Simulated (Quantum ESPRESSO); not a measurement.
# Mn3GaC: parallel and opposed starts

A self-consistent run ends on one state, which hangs on the start. Several orders of Mn3GaC are started in Quantum ESPRESSO and their energies compared.

Main program and level: Quantum ESPRESSO 7.5; LDA; plane waves with GBRV 1.5 LDA potentials, no spin-orbit coupling.

### Step 1. The structure

The structure is cubic, space group Pm-3m (No. 221). The conventional cell has a = 3.896 Å, b = 3.896 Å, c = 3.896 Å, α = 90.00°, β = 90.00°, γ = 90.00°. Nearest to Mn lie 2 C at 1.95 Å and 8 Mn at 2.75 Å and 4 Ga at 2.75 Å. Nearest to Ga lie 12 Mn at 2.75 Å. C has 6 Mn at 1.95 Å nearest. Farther neighbours are not listed.

The cell comes from the Crystallography Open Database.

### Step 2. Run 1 (ferro +++)

The signs are those of the starting moments on the seeded atoms, the atoms that are given a moment.

Input file pw.in:

```
&CONTROL
  calculation = 'scf'
  prefix = 'pwscf'
  outdir = './tmp'
  pseudo_dir = './pseudo'
  disk_io = 'nowf'
/
&SYSTEM
  ibrav = 0
  celldm(1) = 8
  nat = 5
  ntyp = 3
  ecutwfc = 40
  ecutrho = 280
  nbnd = 50
  occupations = 'smearing'
  smearing = 'fd'
  degauss = 0.00734986
  nspin = 2
  starting_magnetization(1) = 0.2333
  starting_magnetization(2) = 0
  starting_magnetization(3) = 0
/
&ELECTRONS
  conv_thr = 1d-08
  electron_maxstep = 150
  mixing_beta = 0.3
/
ATOMIC_SPECIES
Mn     54.9380 mn_lda_v1.5.uspp.F.UPF
Ga     69.7230 ga_lda_v1.4.uspp.F.UPF
C      12.0110 c_lda_v1.2.uspp.F.UPF
CELL_PARAMETERS alat
   0.9202966226928    0.0000000000000    0.0000000000000
   0.0000000000000    0.9202966226928    0.0000000000000
   0.0000000000000    0.0000000000000    0.9202966226928
ATOMIC_POSITIONS crystal
Mn      0.0000000000    0.5000000000    0.5000000000
Mn      0.5000000000    0.0000000000    0.5000000000
Mn      0.5000000000    0.5000000000    0.0000000000
Ga      0.0000000000    0.0000000000    0.0000000000
C       0.5000000000    0.5000000000    0.5000000000
K_POINTS automatic
6 6 6 0 0 0
```

On the command line:

```
$ OMP_NUM_THREADS=1 mpirun -n 4 pw.x -nk 4 -in pw.in > pw.out
```

The log of the run:

```text
Program PWSCF v.7.5 starts

     Message from routine setup:
     using ibrav=0 with symmetry is DISCOURAGED, use correct ibrav instead

     K-points division:     npool     =       4
     Subspace diagonalization in iterative solution of the eigenvalue problem:

     G-vector sticks info
     --------------------
     sticks:   dense  smooth     PW     G-vecs:    dense   smooth      PW
     Sum        1201     681    221                31463    13613    2373

     Using Slab Decomposition

     bravais-lattice index     =            0
     lattice parameter (alat)  =       8.0000  a.u.
     unit-cell volume          =     399.0740 (a.u.)^3
     number of atoms/cell      =            5
     number of atomic types    =            3
     number of electrons       =        68.00
     number of Kohn-Sham states=           50
     kinetic-energy cutoff     =      40.0000  Ry
     charge density cutoff     =     280.0000  Ry
     scf convergence threshold =      1.0E-08
     mixing beta               =       0.3000
     number of iterations used =            8  plain     mixing
     Exchange-correlation= SLA  PZ   NOGX NOGC
                           (   1   1   0   0   0   0   0)

     celldm(1)=   8.000000  celldm(2)=   0.000000  celldm(3)=   0.000000
     celldm(4)=   0.000000  celldm(5)=   0.000000  celldm(6)=   0.000000

     crystal axes: (cart. coord. in units of alat)
               a(1) = (   0.920297   0.000000   0.000000 )
               a(2) = (   0.000000   0.920297   0.000000 )
               a(3) = (   0.000000   0.000000   0.920297 )

     reciprocal axes: (cart. coord. in units 2 pi/alat)
               b(1) = (  1.086606  0.000000  0.000000 )
               b(2) = (  0.000000  1.086606  0.000000 )
               b(3) = (  0.000000  0.000000  1.086606 )

     PseudoPot. # 1 for Mn read from file:
     mn_lda_v1.5.uspp.F.UPF
     Pseudo is Ultrasoft + core correction, Zval = 15.0
     Generated by new atomic code, or converted to UPF format
     Using radial grid of  859 points,  6 beta functions with:
                l(1) =   0
                l(2) =   0
                l(3) =   1
                l(4) =   1
                l(5) =   2
                l(6) =   2
     Q(r) pseudized with  8 coefficients,  rinner =    0.950   0.950   0.950
                                                       0.950   0.950

     PseudoPot. # 2 for Ga read from file:
     ga_lda_v1.4.uspp.F.UPF
     Pseudo is Ultrasoft + core correction, Zval = 19.0
     Generated by new atomic code, or converted to UPF format
     Using radial grid of  871 points,  6 beta functions with:
                l(1) =   0
                l(2) =   0
                l(3) =   1
                l(4) =   1
                l(5) =   2
                l(6) =   2
     Q(r) pseudized with  8 coefficients,  rinner =    1.250   1.250   1.250
                                                       1.250   1.250

     PseudoPot. # 3 for C  read from file:
     c_lda_v1.2.uspp.F.UPF
     Pseudo is Ultrasoft + core correction, Zval =  4.0
     Generated by new atomic code, or converted to UPF format
     Using radial grid of  721 points,  4 beta functions with:
                l(1) =   0
                l(2) =   0
                l(3) =   1
                l(4) =   1
     Q(r) pseudized with  8 coefficients,  rinner =    1.100   1.100   1.100

     atomic species   valence    mass     pseudopotential
     Mn               15.00    54.93800     Mn( 1.00)
     Ga               19.00    69.72300     Ga( 1.00)
     C                 4.00    12.01100     C ( 1.00)

     Starting magnetic structure
     atomic species   magnetization
     Mn              0.233
     Ga              0.000
     C               0.000

     48 Sym. Ops., with inversion, found

   Cartesian axes

     site n.     atom                  positions (alat units)
         1        Mn     tau(   1) = (   0.0000000   0.4601483   0.4601483  )
         2        Mn     tau(   2) = (   0.4601483   0.0000000   0.4601483  )
         3        Mn     tau(   3) = (   0.4601483   0.4601483   0.0000000  )
         4        Ga     tau(   4) = (   0.0000000   0.0000000   0.0000000  )
         5        C      tau(   5) = (   0.4601483   0.4601483   0.4601483  )

     number of k points=    20  Fermi-Dirac smearing, width (Ry)=  0.0073
                       cart. coord. in units 2pi/alat
        k(    1) = (   0.0000000   0.0000000   0.0000000), wk =   0.0046296
        k(    2) = (   0.0000000   0.0000000   0.1811010), wk =   0.0277778
        k(    3) = (   0.0000000   0.0000000   0.3622021), wk =   0.0277778
        k(    4) = (   0.0000000   0.0000000  -0.5433031), wk =   0.0138889
        k(    5) = (   0.0000000   0.1811010   0.1811010), wk =   0.0555556
        [... 15 further k-points ...]

     Dense  grid:    31463 G-vectors     FFT dimensions: (  40,  40,  40)

     Smooth grid:    13613 G-vectors     FFT dimensions: (  30,  30,  30)

     Check: negative core charge=   -0.000054
     Generating pointlists ...
     new r_m :   0.1898 (alat units)  1.5185 (a.u.) for type    1
     new r_m :   0.2684 (alat units)  2.1475 (a.u.) for type    2
     new r_m :   0.1898 (alat units)  1.5185 (a.u.) for type    3

     Initial potential from superposition of free atoms

     starting charge      65.4998, renormalised to      68.0000
     Starting wfcs are   55 randomized atomic wfcs

     Self-consistent Calculation

     iteration #  1     ecut=    40.00 Ry     beta= 0.30
     Davidson diagonalization with overlap
     ethr =  1.00E-02,  avg # of iterations =  3.1

     total energy              =   -1058.00918411 Ry
     estimated scf accuracy    <       9.70176033 Ry

     total magnetization       =     5.16 Bohr mag/cell
     absolute magnetization    =     5.51 Bohr mag/cell

     iteration #  2     ecut=    40.00 Ry     beta= 0.30
     Davidson diagonalization with overlap
     ethr =  1.00E-02,  avg # of iterations =  2.0

     total energy              =   -1059.96583552 Ry
     estimated scf accuracy    <       0.58134991 Ry

     total magnetization       =     6.94 Bohr mag/cell
     absolute magnetization    =     7.62 Bohr mag/cell

     iteration #  3     ecut=    40.00 Ry     beta= 0.30
     Davidson diagonalization with overlap
     ethr =  8.55E-04,  avg # of iterations =  2.3

     total energy              =   -1060.07568713 Ry
     estimated scf accuracy    <       0.08765098 Ry

     total magnetization       =     6.52 Bohr mag/cell
     absolute magnetization    =     7.18 Bohr mag/cell

     [... further iterations left out ...]

     iteration # 12     ecut=    40.00 Ry     beta= 0.30
     Davidson diagonalization with overlap
     ethr =  4.22E-09,  avg # of iterations =  2.8

     total energy              =   -1060.09955047 Ry
     estimated scf accuracy    <       0.00000327 Ry

     total magnetization       =     4.65 Bohr mag/cell
     absolute magnetization    =     5.15 Bohr mag/cell

     iteration # 13     ecut=    40.00 Ry     beta= 0.30
     Davidson diagonalization with overlap
     ethr =  4.22E-09,  avg # of iterations =  2.1

     total energy              =   -1060.09955177 Ry
     estimated scf accuracy    <       0.00000012 Ry

     total magnetization       =     4.66 Bohr mag/cell
     absolute magnetization    =     5.16 Bohr mag/cell

     iteration # 14     ecut=    40.00 Ry     beta= 0.30
     Davidson diagonalization with overlap
     ethr =  1.80E-10,  avg # of iterations =  2.6

     total energy              =   -1060.09955209 Ry
     estimated scf accuracy    <       0.00000004 Ry

     total magnetization       =     4.65 Bohr mag/cell
     absolute magnetization    =     5.15 Bohr mag/cell

     iteration # 15     ecut=    40.00 Ry     beta= 0.30
     Davidson diagonalization with overlap
     ethr =  5.53E-11,  avg # of iterations =  2.5

     Magnetic moment per site  (integrated on atomic sphere of radius R)
     atom   1 (R=0.190)  charge= 12.0092  magn=  1.4130
     atom   2 (R=0.190)  charge= 12.0092  magn=  1.4130
     atom   3 (R=0.190)  charge= 12.0092  magn=  1.4130
     atom   4 (R=0.268)  charge= 17.6330  magn= -0.0764
     atom   5 (R=0.190)  charge=  3.0552  magn= -0.1178

     End of self-consistent calculation

     [... lines left out ...]
     the Fermi energy is    15.3652 ev

!    total energy              =   -1060.09955219 Ry
     estimated scf accuracy    <          2.4E-09 Ry
     smearing contrib. (-TS)   =      -0.01288758 Ry
     internal energy E=F+TS    =   -1060.08666461 Ry

     The total energy is F=E-TS. E is the sum of the following terms:
     one-electron contribution =    -592.62842095 Ry
     hartree contribution      =     331.27953108 Ry
     xc contribution           =    -129.96117994 Ry
     ewald contribution        =    -668.77659479 Ry

     total magnetization       =     4.66 Bohr mag/cell
     absolute magnetization    =     5.16 Bohr mag/cell

     convergence has been achieved in  15 iterations

=------------------------------------------------------------------------------=
   JOB DONE.
=------------------------------------------------------------------------------=
```

Elapsed: 17 s, on 4 MPI ranks of Intel Xeon Platinum 8488C (Sapphire Rapids), shared host; peak memory 0.44 GiB; 65 s of CPU time.

Spin moment in the atom's sphere by atom:

| atom | spin moment in the atom's sphere (μB) |
| --- | --- |
| Mn1 | 1.41 |
| Mn2 | 1.41 |
| Mn3 | 1.41 |
| Ga4 | -0.08 |
| C5 | -0.12 |

Read from the output:

| Item | Value |
| --- | --- |
| smearing term TS | 0.1753 eV |
| magnetization | 4.656 μB |
| absolute magnetization | 5.156 μB |
| final state | ferromagnetic |

Spin density in the ac plane at fractional y = 0.500, with atoms of Mn and C within 0.2 Å of it.

Ten even steps from '_' (-0.1 e/Å³) to '@' (2.4 e/Å³), each cell a mean:
```
__________::++**==..________
__________..::--..__________
____________________________
____________________________
::..______________________..
##--..__________________..==
@@++..__________________--**
%%==..__________________::++
--..____________________..::
..__________________________
____________________________
____________......__________
__________..==++--..________
________..--%%@@##::________
```
Columns run along a (3.9 Å), rows up along c (3.9 Å). Atoms in or near the plane, at fractional coordinates: Mn at (0.00, 0.50), Mn at (0.50, 0.00), C at (0.50, 0.50).

Valence density in the ac plane at fractional y = 0.500, with atoms of Mn and C within 0.2 Å of it. It is the smooth field of the valence electrons, not physical close to the nuclei.

Ten even steps from '_' (0 e/Å³) to '@' (17 e/Å³), each cell a mean:
```
__________--%%@@##..________
__________..--==::__________
____________________________
____________________________
::..______________________..
@@**..__________________::##
**@@::__________________==@@
@@##..__________________--%%
==::____________________..--
____________________________
____________________________
____________..::..__________
__________::##@@**..________
__________==@@**@@::________
```
Columns run along a (3.9 Å), rows up along c (3.9 Å). Atoms in or near the plane, at fractional coordinates: Mn at (0.00, 0.50), Mn at (0.50, 0.00), C at (0.50, 0.50).

[end of part 1 of 3]

[Logs and program files are shortened in this print: banners, set-up blocks, solver, clock and traceback lines can be left out without a mark of their own.]

[Logs are printed without paths, hosts, clocks, repeated set-up lines and the standing remarks that a program may print on its own settings, such as how far it seeks lower states.]

[Hosts, paths, dates, database ids (printed as entryN), source tags and the programs' standing remarks are cut or masked in the printed files.]

[Where a cell is said to come from a database of computed structures, the database is the Materials Project.]
